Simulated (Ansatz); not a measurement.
# Tl2RuS4: relaxing a made-up structure, part 2 of 2

This structure for Tl2RuS4 is made up. Its elements were placed in a known structure type with a cell scaled to their sizes. What cell does the guess relax to, and how far off was it?

Ansatz 0.2.0; DFT, r2SCAN, plane-wave PAW, files of the set soft_1, scalar-relativistic, no spin, cell and ions relaxed at zero pressure; PAW set soft_1 (the session's first sound run).

So far: Set-up; Relaxation of the guess. The relaxed cell has a = 7.319, c = 4.916 Å (conventional setting).

### Step 3. Bands of the relaxed cell

With the geometry fixed, one more self-consistent run, with a narrower smearing and the mesh shown in its input, gives the bands, and its pressure, and its forces where symmetry allows any, show how far the geometry depends on these settings.

This step: DFT, r2SCAN, plane-wave PAW, files of the set soft_1, scalar-relativistic, no spin, bands and density of states at the relaxed cell; PAW set soft_1 (Ansatz 0.2.0).

input.yaml reads:

```yaml
crystal:
  lattice:
    - [7.319321862, 0.0, 0.0]
    - [0.0, 7.319321862, 0.0]
    - [0.0, 0.0, 4.9159002646]
  atoms:
    - { symbol: Tl, position: [0.5, 0.0, 0.0] }
    - { symbol: Tl, position: [0.0, 0.5, 0.0] }
    - { symbol: Ru, position: [0.0, 0.0, 0.0] }
    - { symbol: S, position: [0.8194529434, 0.1805470566, 0.223471099] }
    - { symbol: S, position: [0.1805470566, 0.1805470566, 0.776528901] }
    - { symbol: S, position: [0.8194529434, 0.8194529434, 0.776528901] }
    - { symbol: S, position: [0.1805470566, 0.8194529434, 0.223471099] }
kpoints:
  mp_grid: { grid: [4, 4, 6] }
  band_path:
    path:
      - [[0.0, 0.0, 0.0], [0.0, 0.5, 0.0], [0.5, 0.5, 0.0], [0.0, 0.0, 0.0], [0.0, 0.0, 0.5], [0.0, 0.5, 0.5], [0.5, 0.5, 0.5], [0.0, 0.0, 0.5]]
      - [[0.0, 0.5, 0.0], [0.0, 0.5, 0.5]]
      - [[0.5, 0.5, 0.0], [0.5, 0.5, 0.5]]
    npoints: 8
scf:
  occupations: { method: fermi_dirac, width: 0.03 }
  n_extra_bands: 11
hamiltonian:
  xc: r2scan
  pseudopotentials: { kind: paw, azcp: { folder: soft_1 } }
output:
  forces: true
  stress: true
  write_bands: true
  dos: { projected: true }
  write_density: true
  write_potential: true
  elf: true
  volumetric_format: npy
```

On the command line:

```sh
> ansatz run input.yaml --threads 4 --pin off --max-ram 10240MiB --backend cpu --events-out ev --progress --plain --runs-dir out
```

Numbers of over 12 decimals in the logs are rounded to 6 here.

The program printed:

```text
[...]
Crystal: 7 atoms, lattice volume = 263.357 Å³
Basis set: ecut = 500 eV, 6641 PW (Γ), exchange–correlation on 216×216×144 points (64 copies of the dense FFT grid, shifted against one another)
Bands: 44, of which v1, the nominal top of the filled ones, is band 33 counted from 1 (32 counted from 0)
Symmetry: 8 space group operations
[...]
k-points: 24 of 96 (time reversal used)
[...]
SCF iter   1: F=—  HF=-32439.728070 eV  |F-HF|=—  |Δ(HF+E_count)|=         —  Δρ=7.20e-2  dr2=2.71e1  dr2_τ=8.76e-1  ethr=3.10e-3  ⟨swp⟩=7.2  Hψ=4645  notcnv=0
[...]
SCF iter  10: F=-32436.135548 eV  HF=-32436.135548 eV  |F-HF|=1.27e-8  |Δ(HF+E_count)|=   1.21e-6  Δρ=3.43e-6  dr2=3.10e-8  dr2_τ=1.67e-9  ethr=1.52e-10  ⟨swp⟩=17.5  Hψ=9707  notcnv=0
SCF 1 converged in 10 iterations: F = -32436.135548 eV  dr2 = 3.10e-8
[...]
NSCF: frozen V_eff on 75 k-points
WARN: The input density's exchange-correlation potential varies sharply where the density is thin. Do not read a vacuum level from v_tot or v_xc, or from such a field of the output density. On a cell that repeats whose density bears no net charge and no dipole along the vacuum's axis use v_es (v_loc + v_h of the components); under efield.dipole_correction with no amplitude use v_es + v_field, which holds any external [...]
SCF converged after 10 iterations
Free energy (F): -32436.135548 eV
[...]
Internal energy: -32436.119423 eV  (E = F + TS)
E sigma→0 (E₀):  -32436.127486 eV
Entropy (-TS):   -0.016126 eV (-2.304 meV/atom)
Fermi energy:    3.462392 eV
[...]
--- Forces (eV/Å), atoms counted from 1 ---
  atom   1  Tl    -0.00000000     0.00000000     0.00000000
  atom   2  Tl     0.00000000     0.00000000     0.00000000
  atom   3  Ru    -0.00000000     0.00000000     0.00000000
  atom   4  S     -0.00088145     0.00088145     0.04222684
  atom   5  S      0.00088145     0.00088145    -0.04222684
  atom   6  S     -0.00088145    -0.00088145    -0.04222684
  atom   7  S      0.00088145    -0.00088145     0.04222684
  max |Σ_I F_I| component: 2.09e-17 eV/Å
--- Stress (GPa, compression-positive) ---
        0.025580       0.000000       0.000000
        0.000000       0.025580       0.000000
        0.000000       0.000000       0.117837
  P = ⅓ Tr σ = 0.0563 GPa (0.563 kbar)
--- Band table (eV; the first three rows and the last of 24) ---
  k-point 0: bands = [... 29 lower, 1.0926, 1.1786, 1.2232, 3.3037, 4.3283, 4.3283, 4.4654, 4.9004, ... 7 higher]
  k-point 1: bands = [... 29 lower, 1.0365, 1.1495, 1.1495, 3.4641, 4.3220, 4.3220, 4.5549, 4.9582, ... 7 higher]
  k-point 2: bands = [... 29 lower, 0.6758, 1.2626, 1.2626, 3.7318, 4.3071, 4.3071, 4.7129, 4.7417, ... 7 higher]
  k-point 23: bands = [... 29 lower, 1.2337, 1.8524, 1.8524, 2.7736, 3.0395, 4.4259, 4.4259, 5.0255, ... 7 higher]
```

It took 19 s on 4 threads of INTEL XEON PLATINUM 8581C at 2.10GHz (Emerald Rapids), shared host; peak memory 1.4 GiB; 72 s of CPU time.

In the SCF lines HF is the Harris–Foulkes energy and dr2 the Hartree energy of the density residual, in eV; the loop may stop once dr2 is under the threshold and the program's other checks hold. Hψ counts applications of the Hamiltonian.

Numbers from this step:

```yaml
free_energy: -32436.1355 eV
energy_at_zero_smearing: -32436.1275 eV
smearing_term_ts: 0.01613 eV
fermi_energy: 3.462 eV
pressure: 0.05633 GPa
```

bands.tsv at the labelled points (eV, zero at the Fermi level; the bands that come nearest the Fermi level along the path):

```
point  band 30  band 31  band 32  band 33  band 34  band 35  band 36  band 37
    Γ    -2.37    -2.28    -2.24    -0.16     0.87     0.87     1.00     1.44
    X    -2.12    -2.07    -1.63    -0.61     0.21     0.88     1.29     1.39
    M    -2.17    -1.71    -1.71    -0.91    -0.44     1.22     1.22     1.32
    Γ    -2.37    -2.28    -2.24    -0.16     0.87     0.87     1.00     1.44
    Z    -2.97    -2.14    -2.14     0.43     0.83     0.83     1.01     1.32
    R    -2.29    -1.71    -1.70    -0.53     0.77     0.78     1.13     1.42
    A    -2.23    -1.61    -1.61    -0.69    -0.42     0.96     0.96     1.56
    Z    -2.97    -2.14    -2.14     0.43     0.83     0.83     1.01     1.32
    X    -2.12    -2.07    -1.63    -0.61     0.21     0.88     1.29     1.39
    R    -2.29    -1.71    -1.70    -0.53     0.77     0.78     1.13     1.42
    M    -2.17    -1.71    -1.71    -0.91    -0.44     1.22     1.22     1.32
    A    -2.23    -1.61    -1.61    -0.69    -0.42     0.96     0.96     1.56
```

States per cell as run, both spins, in windows of 1 eV, from dos.tsv (zero at the Fermi level):

```csv
from,to,total
-8,-7,0.30
-7,-6,3.39
-6,-5,3.32
-5,-4,7.63
-4,-3,3.44
-3,-2,7.52
-2,-1,2.41
-1,0,2.13
0,1,3.51
1,2,4.37
2,3,2.27
3,4,5.35
4,5,1.96
```

Below -8 eV lie 36.0 more states.

Valence density in the ab plane at fractional z = 0.000, with atoms of Tl and Ru within 0.2 Å of it. It is the smooth field of the valence electrons, not physical close to the nuclei.

Values in units of 1e0 e/Å³, 11 rows by 16 columns, each cell a mean:
```
6.8 2.9 0.6 0.2 0.1 0.2 1.2 3.4 4.1 2.1 0.5 0.2 0.2 0.4 1.5 5.3
0.7 0.5 0.4 0.3 0.2 0.1 0.2 0.5 0.6 0.3 0.2 0.2 0.3 0.4 0.4 0.6
0.1 0.2 0.3 0.3 0.2 0.1 0.0 0.0 0.0 0.0 0.1 0.1 0.2 0.3 0.2 0.2
0.4 0.3 0.2 0.1 0.1 0.0 0.0 0.0 0.0 0.0 0.0 0.0 0.1 0.1 0.2 0.3
3.2 1.6 0.4 0.1 0.0 0.0 0.0 0.0 0.0 0.0 0.0 0.0 0.0 0.2 0.9 2.6
5.7 2.9 0.6 0.1 0.0 0.0 0.0 0.0 0.0 0.0 0.0 0.0 0.0 0.3 1.7 4.7
1.9 1.0 0.3 0.1 0.0 0.0 0.0 0.0 0.0 0.0 0.0 0.0 0.0 0.2 0.6 1.6
0.2 0.2 0.2 0.1 0.1 0.0 0.0 0.0 0.0 0.0 0.0 0.1 0.1 0.2 0.2 0.2
0.2 0.2 0.3 0.3 0.2 0.1 0.1 0.1 0.1 0.1 0.1 0.1 0.3 0.3 0.3 0.2
1.7 0.8 0.4 0.3 0.2 0.2 0.4 1.1 1.3 0.7 0.2 0.2 0.3 0.4 0.6 1.3
9.1 4.0 0.7 0.2 0.1 0.3 1.5 4.4 5.2 2.7 0.6 0.2 0.2 0.4 2.0 7.3
```
Columns run along a (7.3 Å), rows up along b (7.3 Å). Atoms in or near the plane, at fractional coordinates: Tl at (0.50, 0.00), Tl at (0.00, 0.50), Ru at (0.00, 0.00).

ELF in the ab plane at fractional z = 0.000, with atoms of Tl and Ru within 0.2 Å of it. It is the smooth field of the valence electrons, not physical close to the nuclei.

Ten even steps from '_' (0.00) to '@' (0.79), each cell a mean:
```
####++--::....==--..__::==--..::::--**##
##++--++**==::--==----====::::++++====**
==--++%%%%##--::====++==--::++%%%%##==--
::==##@@@@@@++::::--==--::--##@@@@%%++::
..--**@@@@@@**::....::....==%%@@@@%%++::
....--**%%##++::________..--##%%##++::..
--::::::--==--..__________::--==--::::--
======::....________________....::--====
..--++==::..__________________..--====::
....====--..__________________::==++--__
__::====::..__________________..--==--..
--====--..____________________..::====--
====--::::::::..__________..::::::::--==
....::==****==::__________--++**++--::..
..::++%%@@%%**::__........==##@@@@##==..
..==##@@@@@@**::..::--::..--%%@@@@%%**::
----**@@@@%%==::--======::::**@@@@%%++--
**====**##++::--======++==::--**##++--++
%%**==--==::..====::..--==::..--==--++##
**%%**--......==--__....==--....::==####
```
Columns run along a (7.3 Å), rows up along b (7.3 Å). Atoms in or near the plane, at fractional coordinates: Tl at (0.50, 0.00), Tl at (0.00, 0.50), Ru at (0.00, 0.00).

Electrostatic potential energy in the ab plane at fractional z = 0.000, with atoms of Tl and Ru within 0.2 Å of it. With pseudopotentials it is smooth inside the atoms' cores, unlike the true potential.

Ten even steps from '0' (-45 eV) to '9' (8 eV), each cell a mean:
```
00489996211148999710
12789998521369999851
67889999866789999887
99999999999999999999
99999999999999999999
99999999999999999999
88999999999999999998
35799999999999999864
11589999999999999731
11389999999999999611
11489999999999999621
13689999999999999852
67899999999999999986
99999999999999999999
99999999999999999999
99999999999999999999
88889999888899999888
35789998643579999874
00589997311158999720
00389996111138999610
```
Columns run along a (7.3 Å; values clipped at the 3rd and 97th percentile), rows up along b (7.3 Å). Atoms in or near the plane, at fractional coordinates: Tl at (0.50, 0.00), Tl at (0.00, 0.50), Ru at (0.00, 0.00).

### Step 4. What came out

```json
{
  "space group, relaxed": "P-42m",
  "conventional cell": "a = 7.319, b = 7.319, c = 4.916 Å; α = 90.0°, β = 90.0°, γ = 90.0°",
  "volume per atom": "37.62 Å³ (guess 27.82)"
}
```

Tl2RuS4 relaxes to P-42m with a = 7.319, b = 7.319 and c = 4.916 Å. The guessed volume was 26 % too small. The space group P-42m was held in the relaxation, so the end point is a stationary structure within it and may be a saddle against distortions or other arrangements. Bands cross the Fermi level, so it is a metal or semimetal at this level. On the 4×4×6 mesh with the narrower smearing (relaxed on 5×5×5) the largest force component is 0.042 eV/Å and the largest stress component is 0.118 GPa, against the relaxation's thresholds of 0.015 eV/Å and 0.05 GPa. The cutoff wasn't tested. A vector of the cell changed its length by 26 %, so the starting arrangement is largely lost and the mesh was laid for another shape. Spin-orbit coupling is left out, which can matter for elements this heavy. No dispersion term is used, so weakly bound directions may come out too long. The runs have no spin, and magnetism wasn't tested. Nothing here tests whether the compound is stable against decomposition.

[Logs are printed without paths, hosts, clocks, repeated set-up lines and the standing remarks that a program may print on its own settings, such as how far it seeks lower states.]

[Hosts, paths, dates, database ids (printed as entryN), source tags and the programs' standing remarks are cut or masked in the printed files.]
